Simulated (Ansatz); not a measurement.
# Se on W(110): change of the work function, part 3 of 3

How does Se on the top site change the work function of W(110) as the layer fills?

Ansatz 0.2.0; plane-wave DFT, PBE, Ansatz PAW.

So far, work function, upper face (eV): step 2 (the clean slab) 4.84; step 5 (the covered slab, k-mesh 12×12×1, coverage 1 ML) 4.54; step 7 (the slab at 0.25 ML, atoms frozen) 4.91; step 8 (the substrate of the 0.25 ML cell alone) 4.85; step 9 (the adsorbate layer of the 0.25 ML cell alone) 5.65.

### 11. A changed input

This step: plane-wave DFT, PBE, Ansatz PAW (Ansatz 0.2.0).

System of this step: W4Se (Se/W(110)). The cell holds 5 atoms: 4 W and 1 Se. Its edges and angles: a = 2.737 Å, b = 2.737 Å, c = 27.660 Å, α = 90.0°, β = 90.0°, γ = 70.5°. Vacuum lies along c.

A run with a changed input: it repeats the earlier run at 1 ML with basis.xc_grid to 3, scf.initial_density.chi_scale to 0.0 and scf.mixing.preconditioner to kerker_dos.

Contents of input.yaml:

```yaml
crystal:
  lattice:
    - [2.2344574285, -1.58, 0.0]
    - [2.2344574285, 1.58, 0.0]
    - [0.0, 0.0, 27.6599615893]
  atoms:
    - { symbol: W, position: [0.0, 0.0, 0.3253800614] }
    - { symbol: W, position: [0.5, 0.5, 0.4061631609] }
    - { symbol: W, position: [0.0, 0.0, 0.488315671] }
    - { symbol: W, position: [0.5, 0.5, 0.5675698984] }
    - { symbol: Se, position: [0.5, 0.5, 0.6746199386] }
kpoints:
  mp_grid: { grid: [12, 12, 1] }
hamiltonian:
  xc: pbe
scf:
  occupations: { method: fermi_dirac, width: 0.1 }
  convergence: { dr2_threshold: 1.0e-08 }
  initial_density: { chi_scale: 0.0 }
  mixing: { preconditioner: kerker_dos }
efield:
  axis: 3
  dipole_correction: true
  ramp_position: 0.97
  ramp_width: 0.06
relax:
  f_tol: 0.02
  max_steps: 60
  constraints: [{ sites: [0, 1] }]
output:
  bader: true
  write_potential: true
  write_density: true
  volumetric_format: npy
basis:
  xc_grid: 3
```

Command:

```sh
$ ansatz run input.yaml --threads 4 --pin off --max-ram 6144MiB --backend cpu --events-out ev --progress --plain --runs-dir out
```

Run time: 89 s. Hardware: 4 threads of Arm Neoverse V2, shared host; peak memory 0.7 GiB.

Step by step:

```
step  energy less that of the first step (eV)  largest force component (eV/Å)
   1                                   0.0000                          1.3256
   2                                  -0.2454                          0.4567
   3                                  -0.2772                          0.2984
   4                                  -0.2836                          0.0251
   5                                  -0.2837                          0.0099
```

Forces are held to the 4 operations that the run works with; a distortion that breaks them can't arise in this run.

The atoms that moved most (Å):

```
atom     dx     dy      dz  length
 Se5  0.000  0.000  -0.339   0.339
  W4  0.000  0.000   0.031   0.031
  W3  0.000  0.000  -0.016   0.016
```

The relaxed structure:

```xyz
5
Lattice="2.2345 -1.5800 0.0000 2.2345 1.5800 0.0000 0.0000 0.0000 27.6600" Properties=species:S:1:pos:R:3
W     0.0000    0.0000    9.0000
W     2.2345    0.0000   11.2345
W     0.0000    0.0000   13.4908
W     2.2345    0.0000   15.7299
Se    2.2345    0.0000   18.3214
```

This step gave:

| Quantity | Value |
| --- | --- |
| energy at zero smearing | -47006.2445 eV |
| work function, upper face | 4.540 eV |
| work function, lower face | 4.891 eV |
| dipole along the normal | 0.01370 e·Å |
| step between the vacuum levels | -0.3512 eV |

```
                      quantity  this run  earlier run  difference
work function, upper face (eV)     4.540        4.541     -4.2e-4
work function, lower face (eV)     4.891        4.891     -7.0e-5
 dipole along the normal (e·Å)   0.01370      0.01369      1.4e-5
```

Nothing in the table moves by 0.01 in its unit (for the dipole 0.5 % and 5e-5 e·Å). The run took 148 SCF cycles against 41.

### 12. The same run with other settings

System of this step: W(110). The cell holds 4 atoms: 4 W. Cell: a = 2.737 Å, b = 2.737 Å, c = 24.703 Å, α = 90.0°, β = 90.0°, γ = 70.5°. Vacuum lies along c.

Another changed input: it repeats the earlier run at 0 ML with relax.f_tol from 0.02 to 0.1, relax.max_displacement to 0.05, scf.mixing.algorithm to msr1, scf.mixing.beta to 0.05 and scf.mixing.ndim to 8.

Contents of input.yaml:

```yaml
crystal:
  lattice:
    - [2.2344574285, -1.58, 0.0]
    - [2.2344574285, 1.58, 0.0]
    - [0.0, 0.0, 24.7033722856]
  atoms:
    - { symbol: W, position: [0.0, 0.0, 0.3643227287] }
    - { symbol: W, position: [0.5, 0.5, 0.4547742429] }
    - { symbol: W, position: [0.0, 0.0, 0.5452257571] }
    - { symbol: W, position: [0.5, 0.5, 0.6356772713] }
kpoints:
  mp_grid: { grid: [12, 12, 1] }
hamiltonian:
  xc: pbe
scf:
  occupations: { method: fermi_dirac, width: 0.1 }
  convergence: { dr2_threshold: 1.0e-08 }
  mixing: { algorithm: msr1, beta: 0.05, ndim: 8 }
efield:
  axis: 3
  dipole_correction: true
  ramp_position: 0.97
  ramp_width: 0.06
relax:
  f_tol: 0.1
  max_steps: 60
  constraints: [{ sites: [0, 1] }]
  max_displacement: 0.05
output:
  write_potential: true
  write_density: true
  volumetric_format: npy
```

Wall time 19 s (4 threads); peak memory 0.58 GiB; 75 s of CPU time.

The steps of the relaxation:

```
step  energy less that of the first step (eV)  largest force component (eV/Å)
   1                                   0.0000                          0.6535
   2                                  -0.0080                          0.3829
   3                                  -0.0131                          0.0239
```

Forces are held to the 4 operations that the run works with; a distortion that breaks them can't arise in this run.

The atoms that moved most (Å):

```
atom     dx     dy      dz  length
  W3  0.000  0.000   0.037   0.037
  W4  0.000  0.000  -0.009   0.009
```

The relaxed structure:

```
W
1.0
     2.23446   -1.58000    0.00000
     2.23446    1.58000    0.00000
     0.00000    0.00000   24.70337
W
4
Direct
  0.00000 0.00000 0.36432
  0.50000 0.50000 0.45477
  0.00000 0.00000 0.54670
  0.50000 0.50000 0.63532
```

This step gave:

| Item | Value |
| --- | --- |
| energy at zero smearing | -41536.4169 eV |
| work function, upper face | 4.840 eV |
| work function, lower face | 4.900 eV |
| dipole along the normal | 0.002324 e·Å |
| step between the vacuum levels | -0.05955 eV |

```
                      quantity  this run  earlier run  difference
work function, upper face (eV)     4.840        4.845     -0.0043
work function, lower face (eV)     4.900        4.899      9.6e-4
 dipole along the normal (e·Å)  0.002324     0.002118      2.1e-4
```

What moves beyond 0.01 in its unit (for the dipole 0.5 % and 5e-5 e·Å): dipole along the normal (+0.000206 e·Å).

### 13. Summary of results

| Item | Value |
| --- | --- |
| work function of the clean face | 4.84 eV |
| work function at 0.25 ML | 4.91 eV |
| work function at 0.5 ML | 5.08 eV |
| work function at 1 ML | 4.54 eV |
| dipole per adsorbate at 0.25 ML, positive end outwards | -0.05 D |
| step of the potential from the moved charge at 0.25 ML, upper less lower side, atoms held | 0.0559 eV |

What this shows: At the lowest coverage Se changes the work function of W(110) by under 0.15 eV, within the error of so thin a slab; the largest change, -0.30 eV, comes at higher coverage. At the highest coverage the adsorbates are pressed to about 2.7 Å, closer than unbonded atoms of this kind usually come, so a real layer may not reach it. The slab has 4 layers, at the tabulated experimental lattice constant, one starting site was run, and quantum-size effects of a slab this thin can reach one or two tenths of an eV.

[Logs are printed without paths, hosts, clocks, repeated set-up lines and the standing remarks that a program may print on its own settings, such as how far it seeks lower states.]

[Hosts, paths, dates, database ids (printed as entryN), source tags and the programs' standing remarks are cut or masked in the printed files.]

[Maps of the electrostatic potential energy from Ansatz leave out the sawtooth potential of an applied field or a dipole correction, so their vacuum need not be flat; planar profiles and work functions include it.]
